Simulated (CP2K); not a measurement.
Consider dimethyl ether at its PBE geometry (Å).

```xyz
9

C     1.1741    0.0583   -0.0962
O    -0.0463    0.2393   -0.8109
C    -1.1789   -0.0335    0.0100
H     1.2889   -0.9857    0.2496
H     1.2303    0.7276    0.7824
H     1.9910    0.3011   -0.7860
H    -1.1803   -1.0821    0.3612
H    -2.0713    0.1424   -0.6025
H    -1.2076    0.6325    0.8925
```

Method: CP2K XAS_TDP, all-electron GAPW, PBEh(45%), aug-cc-pVDZ, TDA, no relativity.

Where do the C K-edge lines lie, and how strong are they?

Leading lines: C1 284.72 eV. The leading line of an atom is its first one with 35 % of the strongest within 2.5 eV of its lowest line over the strength cut. 

The first six lines of each atom with a strength over 0.0015:

| atom | energy (eV) | states | strength, one atom |
| --- | --- | --- | --- |
| C1 (bonded to O and 3 H), 2 alike | 284.72 | 1 | 0.0211 |
|  | 285.32 | 1 | 0.0099 |
|  | 285.70 | 1 | 0.0209 |
|  | 285.72 | 1 | 0.0228 |
|  | 286.29 | 1 | 0.0047 |
|  | 287.03 | 1 | 0.0040 |

Lines are vertical, at one geometry, with no vibrational structure. Without a correction of the core level, line positions, and the gaps between valence and Rydberg lines, follow the share of exact exchange. At this level such K lines come out 3 to 6 eV under measured ones. These values hold no scalar relativity, about 0.1 eV for C 1s. Rydberg lines, and the discretised continuum above threshold, depend on the basis and the box.

[Banner, clock and machine lines of the logs are left out without a mark of their own.]

[Logs are printed without paths, hosts, clocks, repeated set-up lines and the standing remarks that a program may print on its own settings, such as how far it seeks lower states.]

[Hosts, paths, dates, database ids (printed as entryN), source tags and the programs' standing remarks are cut or masked in the printed files.]
